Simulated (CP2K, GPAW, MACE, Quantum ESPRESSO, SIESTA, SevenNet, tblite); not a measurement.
## GPAW on generalised stacking fault on (111) (glide set) of a Ge-Sn solid solution (48 atoms): settings against a plane-wave reference

Wanted: GPAW inputs and outputs for generalised stacking fault on (111) (glide set) of a Ge-Sn solid solution (48 atoms), checked against a plane-wave reference.

Main program and level: GPAW 26.7.0; the method is named at each step.

## Step 1: The structure

The cell holds 48 atoms: 34 Ge and 14 Sn. Cell: a = 8.334 Å, b = 7.218 Å, c = 20.518 Å, α = 90.0°, β = 89.0°, γ = 90.0°. Diamond-structure Ge lattice (a = 5.8932 Å, the value set for the mixture), cell with z along [111], 2 x 1 x 2 periods; the third cell vector is tilted by 0.083 of 1/2[1-10] and lengthened by 0.1 Å, so the cell holds one fault (glide set); displaced by a Gaussian of 0.01 Å; 14 of 48 Ge sites given to Sn at random (lattice constant by Vegard's rule between Ge and Sn). Then every atom was moved at random, 0.03 Å r.m.s. a Cartesian component. The structure's axis is c.

The yardstick, on the same geometry:

```
method                 : Kohn-Sham DFT, PBE, SSSP efficiency 1.3.0 pseudopotentials, plane waves (Quantum ESPRESSO 7.5); sssp-pbe-1.3.0-efficiency, cutoffs 45/360 Ry, Γ point
r.m.s. force component : 1.199 eV/Å
longest force          : 4.97 eV/Å
pressure               : 8.422 GPa
time                   : 2.8 min on 4 MPI ranks of Arm Neoverse V1, shared host
CPU time               : 11 min
```

## Step 2: PBE, LCAO dzp, h 0.2 Å

Method: Kohn-Sham DFT, PBE, PAW, atomic orbitals (dzp).

run.py reads:

```python
import numpy as np
from ase.io import read
from gpaw import GPAW, FermiDirac

atoms = read("structure.xyz")
atoms.calc = GPAW(
    mode="lcao",
    basis="dzp",
    h=0.2,
    xc="PBE",
    kpts={"size": (1, 1, 1), "gamma": True},
    occupations=FermiDirac(0.05),
    maxiter=200,
    symmetry={"point_group": False},
    txt="gpaw.txt",
)
energy = atoms.get_potential_energy(force_consistent=True)
forces = atoms.get_forces()
print(f"energy {energy:.6f} eV")
print("forces (eV/A)")
for i, (a, f) in enumerate(zip(atoms, forces)):
    print(f"{i:4d} {a.symbol:2s} {f[0]:10.5f} {f[1]:10.5f} {f[2]:10.5f}")
print(f"Fermi level {atoms.calc.get_fermi_level():.4f} eV")
for k in range(len(atoms.calc.get_ibz_k_points())):
    for s in range(atoms.calc.get_number_of_spins()):
        e = atoms.calc.get_eigenvalues(kpt=k, spin=s)
        n = np.searchsorted(e, atoms.calc.get_fermi_level())
        print(f"k {k} spin {s} levels about the Fermi level:", np.round(e[max(n - 6, 0):n], 4).tolist(), "|", np.round(e[n:n + 6], 4).tolist())
```

structure.xyz reads:

```xyz
48
Lattice="8.33424 0.00000 0.00000 0.00000 7.21767 0.00000 0.34729 0.00000 20.51464" Properties=species:S:1:pos:R:3 pbc="T T T"
Ge 6.25768 3.56033 0.46753
Sn 6.23138 3.53817 3.00539
Sn 6.23173 5.99557 3.80875
Ge 6.21431 6.03542 6.33882
Sn 2.13453 3.55297 0.39696
Ge 2.06054 3.58588 2.97257
Ge 2.08627 6.00279 3.80793
Ge 2.08830 6.01946 6.39913
Ge 4.16439 0.05493 0.35593
Ge 4.19278 7.19140 2.98262
Sn 4.16412 2.37432 3.81039
Ge 4.09621 2.38905 6.45001
Sn 4.15079 4.81166 7.20761
Sn 4.10828 4.83201 9.80682
Ge 6.20614 1.19828 7.19572
Ge 6.22208 1.18435 9.77133
Ge 6.21879 3.60487 10.63069
Ge 6.25442 3.61757 13.12445
Ge 6.23570 5.99817 14.00760
Ge 6.29759 5.97652 16.53603
Ge 0.04386 7.16671 0.41973
Sn 8.33707 7.17956 3.03268
Ge 8.29855 2.47364 3.84875
Ge 8.37209 2.43546 6.34682
Ge 8.34468 4.75435 7.20843
Ge 8.29734 4.86233 9.78815
Sn 2.10350 1.23328 7.23818
Ge 2.04586 1.18658 9.71655
Ge 2.08151 3.59844 10.62576
Ge 2.10418 3.67286 13.20548
Ge 2.09366 6.03296 14.01683
Ge 2.05461 6.01347 16.58383
Ge 4.21921 0.04092 10.69326
Ge 4.21746 7.12269 13.17430
Ge 4.14881 2.47508 14.03714
Ge 4.13922 2.43820 16.56270
Ge 4.15224 4.82198 17.43026
Ge 4.13538 4.87655 19.98844
Sn 6.26114 1.22989 17.45960
Sn 6.27672 1.23068 19.95541
Sn 8.34766 7.16801 10.63889
Sn 8.34365 0.01357 13.17881
Sn 8.29151 2.36451 13.99796
Ge 8.36486 2.40081 16.53890
Sn 8.27398 4.80632 17.42288
Ge 8.29589 4.80690 20.04116
Ge 2.04207 1.23559 17.49263
Ge 2.05752 1.22159 19.99521
```

Command:

```sh
$ OMP_NUM_THREADS=1 python run.py > output.txt
```

The log of the run:

```text
energy -176.727704 eV
forces (eV/A)
   0 Ge   -1.74387   -0.14976    0.12036
   1 Sn    1.22917    0.44588   -1.56647
   2 Sn   -1.11291   -0.00284    1.24015
   3 Ge    1.37461    0.40091    0.75960
   4 Sn   -3.30770   -1.39464    1.65081
   5 Ge   -0.99618    0.85919    0.22471
   6 Ge    1.53746   -0.95124    0.90812
   7 Ge   -1.32080   -0.21078   -1.21046
   8 Ge   -3.86683   -2.48840    2.49056
   9 Ge   -1.79980   -0.22430   -1.54618
  10 Sn   -2.17289   -1.30855    1.73376
  11 Ge    2.19840    0.15219   -0.96019
  12 Sn    0.27820   -0.20199   -0.74175
  13 Sn    0.55424    0.52486    0.88193
  14 Ge    0.41892    0.10367    0.38612
  15 Ge   -0.13331    0.72788   -0.70221
  16 Ge    0.87209   -0.57108    0.30765
  17 Ge   -1.02484    0.66814   -0.41029
  18 Ge   -0.37762   -0.91247    0.70327
  19 Ge   -2.28093    0.52258   -0.92561
  20 Ge   -1.77685   -1.21072    0.50331
  21 Sn    1.32221    1.99989   -1.19672
  22 Ge    1.86508   -0.80963    0.86537
  23 Ge   -1.57001    0.18122   -0.45336
[...]
40 Sn   -0.43783    0.85884   -1.43863
  41 Sn   -0.01663   -2.50898    0.67724
  42 Sn    0.51293    2.82390    1.02884
  43 Ge    0.48125   -0.20971    0.28296
  44 Sn    1.12687   -0.69390    0.85466
  45 Ge    1.72392    1.27056   -0.51617
  46 Ge    0.56608   -0.34199   -0.21739
  47 Ge    1.87501   -0.03492   -1.39620
Fermi level 5.7863 eV
k 0 spin 0 levels about the Fermi level: [5.2356, 5.3764, 5.4211, 5.6867, 5.7212, 5.7463] | [5.8147, 5.8382, 5.9976, 6.0365, 6.2384, 6.3686]
```

gpaw.txt:

```text
Input parameters:
  mode=LCAO(),
  basis={'default': 'dzp'},
  h=0.2,
  kpts=MonkhorstPack(size=(1, 1, 1), gamma=True),
  maxiter=200,
  occupations=Occupations(name='fermi-dirac', width=0.05, fixmagmom=False),
  symmetry=Symmetry(point_group=False),
  xc=XC(name='PBE')
Unit cell  # Å
| periodic |        x |        y |         z |   lengths |    angles |
|----------|----------|----------|-----------|-----------|-----------|
|      yes | 8.334240 | 0.000000 |  0.000000 |  8.334240 | 90.000000 |
|      yes | 0.000000 | 7.217670 |  0.000000 |  7.217670 | 89.030139 |
|      yes | 0.347290 | 0.000000 | 20.514640 | 20.517579 | 90.000000 |
Number of symmetries: 1
Symmetry operations  # r_c * U_cc + t_c -> r_c
|   | kind |            matrix            |
|---|------|------------------------------|
| 0 |  E   |  1, 0, 0,  0, 1, 0,  0, 0, 1 |
BZ-sampling:
  Number of BZ points: 1
  Number of IBZ points: 1
  Monkhorst-Pack size: [1, 1, 1]
  Monkhorst-Pack shift: [0, 0, 0]
[... lines left out ...]
  Fermi-Dirac:
[... lines left out ...]
xc functional:
  name: PBE with 2 nearest neighbor stencil
interpolation: tri-quintic # 5. degree polynomial
Initialization done in: 8.011 s
convergence criteria:
- Maximum [total energy] change in last 3 cyles: 0.0005 eV / valence electron
- Maximum integral of absolute [dens]ity change: 0.0001 electrons / valence electron
- Maximum integral of absolute [eigenst]ate change: 4e-08 eV^2 / valence electron
maximum number of iterations: 200
SCF iterations
|iter     |      energy | eigst |  dens |
|---------|-------------|-------|-------|
|iter:   1| -177.737834 |      c|       |
|iter:   2| -177.369913 |      c| -1.22 |
|iter:   3| -187.502178 |      c| -1.24 |
|iter:   4| -184.629747 |      c| -1.17 |
[...]
|iter:   8| -176.673984 |      c| -1.73 |
|iter:   9| -176.654961 |      c| -1.98 |
|iter:  10| -176.596944c|      c| -2.23 |
|iter:  11| -176.591455c|      c| -2.50 |
|iter:  12| -176.584075c|      c| -2.73 |
|iter:  13| -176.584835c|      c| -3.01 |
|iter:  14| -176.584694c|      c| -3.35 |
|iter:  15| -176.586968c|      c| -3.65 |
|iter:  16| -176.584794c|      c| -3.14 |
|iter:  17| -176.584742c|      c| -4.12c|
Converged in 17 steps
SCF loop duration: 141.442 s (8.320 s/step)
Energy contributions relative to reference atoms: (reference = -4293469.393285)
Energy contributions:
  Kinetic:         753.715205
  Coulomb:        -658.241283
  Zero:              0.968733
  External:          0.000000
  Xc:             -272.884435
  Entropy:          -0.285924
  Spinorbit:         0.000000
  ----------------------------
  Free energy:    -176.727704
  Extrapolated:   -176.584742
dipole moment: (207.022649, 41.923128, -28.453068)  # |e|*Ang
Fermi level: 5.786
Eigenvalues  # (at kpt = [0.000, 0.000, 0.000])
| band index |      eig [eV] | occ [0-2] |
|------------|---------------|-----------|
|          0 |       -16.706 |     2.000 |
|        ... |               |           |
|        158 |         4.951 |     2.000 |
|        159 |         5.150 |     2.000 |
[...]
|        173 |         6.502 |     0.000 |
|        ... |               |           |
|        203 |         9.393 |     0.000 |
Gap: 0.068 eV
Transition (v -> c):
  (s=0, k=0, n=165, [0.00, 0.00, 0.00]) -> (s=0, k=0, n=166, [0.00, 0.00, 0.00])
No difference between direct/indirect transitions
Force computation time: 18.222  # s
timing:  # [seconds]
  Total:  167.699  # ━━━━━━━━━━━━━━━━━━━━━━━━━━━━━━━━━━━━━━━━━━━━━━━━━━━━━━━━
  Init:     8.011  # ━━╸
  SCF:    141.442  # ━━━━━━━━━━━━━━━━━━━━━━━━━━━━━━━━━━━━━━━━━━━━━━━
  Forces:  18.222  # ━━━━━━
```

Wall time 2.8 min (1 thread of Arm Neoverse V1, shared host); peak memory 1.2 GiB.

Banners, paths, timers and routine set-up lines are dropped from the logs unmarked, and long logs keep their key lines alone; longer cuts are marked.

Against the reference:

| Quantity | Value |
| --- | --- |
| r.m.s. force component | 1.255 eV/Å |
| r.m.s. difference of force components | 74.99 meV/Å |
| longest difference of force vectors | 295.6 meV/Å |
| force difference over r.m.s. force | 6.255 % |
| slope of forces against the reference's | 1.046 |
| correlation of force components | 0.9992 |

Length of the force difference by element (eV/Å):

```csv
element,atoms,mean,most
Ge,34,0.11,0.30
Sn,14,0.10,0.25
```

Local excerpt of 9 atoms (numbers count through the whole input) about Ge25, picked at random; x, y, z are measured from there.

| atom | x | y | z | distance (Å) | bonds | Fx | Fy | Fz (eV/Å) |
| --- | --- | --- | --- | --- | --- | --- | --- | --- |
| Ge25 | 0.00 | 0.00 | 0.00 | 0.00 | 4 | -0.34 | 0.69 | 0.49 |
| Ge24 | 0.03 | -2.32 | -0.86 | 2.47 | 4 | -1.57 | 0.18 | -0.45 |
| Ge8 | 2.08 | 1.27 | -0.81 | 2.56 | 4 | -1.32 | -0.21 | -1.21 |
| Ge26 | -0.05 | 0.11 | 2.58 | 2.58 | 4 | 0.22 | -2.21 | -1.13 |
| Ge4 | -2.13 | 1.28 | -0.87 | 2.63 | 4 | 1.37 | 0.40 | 0.76 |
| Ge23 | -0.05 | -2.28 | -3.36 | 4.06 | 4 | 1.87 | -0.81 | 0.87 |
| Sn27 | 2.09 | -3.52 | 0.03 | 4.10 | 4 | -0.99 | -1.00 | -0.06 |
| Sn13 | 4.14 | 0.06 | 0.00 | 4.14 | 4 | 0.28 | -0.20 | -0.74 |
| Ge15 | -2.14 | -3.56 | -0.01 | 4.15 | 4 | 0.42 | 0.10 | 0.39 |

Atoms are counted from 1 here, from 0 in the log.

Forces lie 6.3 % from the reference's, at 0.25 times its CPU time (on 1 against 4 cores).

## Step 3: PBE, grid h 0.18 Å

Method: Kohn-Sham DFT, PBE, PAW, finite differences on a real-space grid.

run.py, as its differences from that of step 2:

```diff
@@ -3,2 +3,3 @@
 from gpaw import GPAW, FermiDirac
+from ase.parallel import parprint as print
 
@@ -6,5 +7,4 @@
 atoms.calc = GPAW(
-    mode="lcao",
-    basis="dzp",
-    h=0.2,
+    mode="fd",
+    h=0.18,
     xc="PBE",
@@ -14,2 +14,3 @@
     symmetry={"point_group": False},
+    nbands=396,
     txt="gpaw.txt",
```

structure.xyz is that of step 2.

Command:

```sh
$ OMP_NUM_THREADS=1 mpirun -np 2 gpaw python run.py > output.txt
```

The log of the run:

```text
energy -187.195435 eV
forces (eV/A)
   0 Ge   -1.60265   -0.09955    0.09300
   1 Sn    1.18018    0.41337   -1.50759
   2 Sn   -1.05853    0.01977    1.19387
   3 Ge    1.32376    0.40252    0.73730
   4 Sn   -3.11345   -1.31117    1.54265
   5 Ge   -0.95755    0.82238    0.22556
[...]
45 Ge    1.55966    1.21196   -0.45108
  46 Ge    0.50187   -0.32488   -0.22024
  47 Ge    1.72205   -0.08154   -1.31026
Fermi level 5.7673 eV
k 0 spin 0 levels about the Fermi level: [5.23, 5.3737, 5.4174, 5.6749, 5.6855, 5.7401] | [5.8015, 5.8096, 5.9594, 5.9902, 6.2049, 6.3175]
```

gpaw.txt:

```text
Input parameters:
  mode=FD(),
  h=0.18,
  kpts=MonkhorstPack(size=(1, 1, 1), gamma=True),
  maxiter=200,
  nbands=396,
  occupations=Occupations(name='fermi-dirac', width=0.05, fixmagmom=False),
[... lines left out ...]
  Converge bands: occupied
[... lines left out ...]
  Fermi-Dirac:
[... lines left out ...]
convergence criteria:
- Maximum [total energy] change in last 3 cyles: 0.0005 eV / valence electron
[... lines left out ...]
Converged in 20 steps
[... lines left out ...]
  Free energy:    -187.195435
[... lines left out ...]
Fermi level: 5.767
[... lines left out ...]
|        ... |               |           |
|        158 |         4.942 |     2.000 |
|        159 |         5.148 |     2.000 |
[...]
|        173 |         6.457 |     0.000 |
|        ... |               |           |
|        395 |        20.862 |     0.000 |
Gap: 0.061 eV
Transition (v -> c):
  (s=0, k=0, n=165, [0.00, 0.00, 0.00]) -> (s=0, k=0, n=166, [0.00, 0.00, 0.00])
No difference between direct/indirect transitions
Force computation time: 12.019  # s
```

Elapsed: 10 min, on 2 MPI ranks; peak memory 3.5 GiB; 20 min of CPU time.

Compared with the plane-wave run:

```yaml
r_m_s_force_component: 1.193 eV/Å
r_m_s_difference_of_force_components: 29.42 meV/Å
longest_difference_of_force_vectors: 120.1 meV/Å
force_difference_over_r_m_s_force: 2.454 %
slope_of_forces_against_the_reference_s: 0.9945
correlation_of_force_components: 0.9997
```

Against the first run (6.3 %), the force difference from the reference is 2.5 %, at 7.3 times the CPU time (on 2 against 1 cores).

## Step 4: LDA, LCAO dzp, h 0.2 Å

Method: Kohn-Sham DFT, LDA, PAW, atomic orbitals (dzp).

run.py, as its differences from that of step 3:

```diff
@@ -3,3 +3,2 @@
 from gpaw import GPAW, FermiDirac
-from ase.parallel import parprint as print
 
@@ -7,5 +6,6 @@
 atoms.calc = GPAW(
-    mode="fd",
-    h=0.18,
-    xc="PBE",
+    mode="lcao",
+    basis="dzp",
+    h=0.2,
+    xc="LDA",
     kpts={"size": (1, 1, 1), "gamma": True},
@@ -14,3 +14,2 @@
     symmetry={"point_group": False},
-    nbands=396,
     txt="gpaw.txt",
```

structure.xyz is that of step 3.

Command:

```sh
$ OMP_NUM_THREADS=1 python run.py > output.txt
```

The log of the run:

```text
energy -210.297547 eV
forces (eV/A)
   0 Ge   -1.57350   -0.14386    0.07557
   1 Sn    1.17361    0.40287   -1.40309
   2 Sn   -1.06001    0.02715    1.11658
   3 Ge    1.29264    0.37179    0.70353
   4 Sn   -3.05308   -1.30594    1.48367
   5 Ge   -0.89383    0.75575    0.24355
   6 Ge    1.38905   -0.84875    0.79368
   7 Ge   -1.20732   -0.17399   -1.07718
   8 Ge   -3.57710   -2.31596    2.26370
   9 Ge   -1.64716   -0.22432   -1.36542
  10 Sn   -2.05103   -1.18683    1.53008
  11 Ge    2.07107    0.15621   -0.85285
[...]
43 Ge    0.52721   -0.20836    0.32524
  44 Sn    0.99578   -0.60203    0.67458
  45 Ge    1.58339    1.16825   -0.44586
  46 Ge    0.44467   -0.25330   -0.26285
  47 Ge    1.74640   -0.01722   -1.22327
Fermi level 5.3992 eV
k 0 spin 0 levels about the Fermi level: [4.8533, 4.9307, 5.0662, 5.2899, 5.3408, 5.3831] | [5.4035, 5.4681, 5.5447, 5.5775, 5.8834, 5.9309]
```

gpaw.txt:

```text
Input parameters:
  mode=LCAO(),
  basis={'default': 'dzp'},
  h=0.2,
  kpts=MonkhorstPack(size=(1, 1, 1), gamma=True),
  maxiter=200,
  occupations=Occupations(name='fermi-dirac', width=0.05, fixmagmom=False),
  symmetry=Symmetry(point_group=False),
  xc=XC(name='LDA')
Unit cell  # Å
[... lines left out ...]
  Fermi-Dirac:
[... lines left out ...]
convergence criteria:
- Maximum [total energy] change in last 3 cyles: 0.0005 eV / valence electron
[... lines left out ...]
Converged in 16 steps
[... lines left out ...]
  Free energy:    -210.297547
[... lines left out ...]
Fermi level: 5.399
[... lines left out ...]
|          0 |       -16.956 |     2.000 |
|        ... |               |           |
|        158 |         4.631 |     2.000 |
|        159 |         4.821 |     2.000 |
[...]
|        173 |         6.097 |     0.000 |
|        ... |               |           |
|        203 |         9.022 |     0.000 |
Gap: 0.020 eV
Transition (v -> c):
  (s=0, k=0, n=165, [0.00, 0.00, 0.00]) -> (s=0, k=0, n=166, [0.00, 0.00, 0.00])
No difference between direct/indirect transitions
Force computation time: 18.435  # s
timing:  # [seconds]
  Total:  145.276  # ━━━━━━━━━━━━━━━━━━━━━━━━━━━━━━━━━━━━━━━━━━━━━━━━━━━━━━━━
  Init:     6.115  # ━━╸
  SCF:    120.701  # ━━━━━━━━━━━━━━━━━━━━━━━━━━━━━━━━━━━━━━━━━━━━━━╸
  Forces:  18.435  # ━━━━━━━
```

The job ended after 2.4 min (1 thread; peak memory 1.2 GiB).

Numbers from this run, and their distance from the reference:

* r.m.s. force component: 1.151 eV/Å
* r.m.s. difference of force components: 69.65 meV/Å
* longest difference of force vectors: 190.9 meV/Å
* force difference over r.m.s. force: 5.809 %
* slope of forces against the reference's: 0.9593
* correlation of force components: 0.9991

Against the first run (6.3 %), the force difference from the reference is 5.8 %, at 0.87 times the CPU time; the model has changed, so this is no error of the program alone.

## Step 5: PBE, LCAO szp(dzp), h 0.2 Å

Method: Kohn-Sham DFT, PBE, PAW, atomic orbitals (szp(dzp)).

run.py, as its differences from that of step 4:

```diff
@@ -7,5 +7,5 @@
     mode="lcao",
-    basis="dzp",
+    basis="szp(dzp)",
     h=0.2,
-    xc="LDA",
+    xc="PBE",
     kpts={"size": (1, 1, 1), "gamma": True},
```

structure.xyz is that of step 4.

The log of the run:

```text
energy -166.952727 eV
forces (eV/A)
   0 Ge   -2.02795   -0.22956    0.18100
   1 Sn    1.21897    0.47637   -1.60465
   2 Sn   -1.12476   -0.02786    1.25870
   3 Ge    1.46831    0.40374    0.81513
   4 Sn   -3.54247   -1.50152    1.78257
   5 Ge   -1.03407    0.90791    0.28300
[...]
45 Ge    1.96416    1.45276   -0.59546
  46 Ge    0.61305   -0.39020   -0.27567
  47 Ge    2.12348    0.04690   -1.50996
Fermi level 5.5537 eV
k 0 spin 0 levels about the Fermi level: [5.005, 5.122, 5.1758, 5.4559, 5.487, 5.5108] | [5.5763, 5.615, 5.7808, 5.8297, 6.0626, 6.1946]
```

gpaw.txt:

```text
Input parameters:
  mode=LCAO(),
  basis={'default': 'szp(dzp)'},
  h=0.2,
  kpts=MonkhorstPack(size=(1, 1, 1), gamma=True),
  maxiter=200,
  occupations=Occupations(name='fermi-dirac', width=0.05, fixmagmom=False),
[... lines left out ...]
  Fermi-Dirac:
[... lines left out ...]
convergence criteria:
- Maximum [total energy] change in last 3 cyles: 0.0005 eV / valence electron
[... lines left out ...]
Converged in 16 steps
[... lines left out ...]
  Free energy:    -166.952727
[... lines left out ...]
Fermi level: 5.554
[... lines left out ...]
|        ... |               |           |
|        203 |         9.349 |     0.000 |
Gap: 0.065 eV
Transition (v -> c):
  (s=0, k=0, n=165, [0.00, 0.00, 0.00]) -> (s=0, k=0, n=166, [0.00, 0.00, 0.00])
No difference between direct/indirect transitions
Force computation time: 14.195  # s
timing:  # [seconds]
  Total:  131.130  # ━━━━━━━━━━━━━━━━━━━━━━━━━━━━━━━━━━━━━━━━━━━━━━━━━━━━━━━━
  Init:     7.378  # ━━━
  SCF:    109.531  # ━━━━━━━━━━━━━━━━━━━━━━━━━━━━━━━━━━━━━━━━━━━━━━━
  Forces:  14.195  # ━━━━━━
```

Run time: 2.2 min. Hardware: 1 thread; peak memory 1.1 GiB.

Against the reference:

| Property | Result |
| --- | --- |
| r.m.s. force component | 1.343 eV/Å |
| r.m.s. difference of force components | 169.1 meV/Å |
| longest difference of force vectors | 687.1 meV/Å |
| force difference over r.m.s. force | 14.1 % |
| slope of forces against the reference's | 1.117 |
| correlation of force components | 0.9975 |

This is a coarse setting, run to see what it loses.

Against the first run (6.3 %), the force difference from the reference is 14 %, at 0.78 times the CPU time, with 502 basis functions against 764: the smaller basis costs accuracy.

[end of part 1 of 2]

[Also dropped from logs without a mark: logging warnings of Python, and SIESTA's first energy breakdown and zero terms.]

[Logs are printed without paths, hosts, clocks, repeated set-up lines and the standing remarks that a program may print on its own settings, such as how far it seeks lower states.]

[Hosts, paths, dates, database ids (printed as entryN), source tags and the programs' standing remarks are cut or masked in the printed files.]
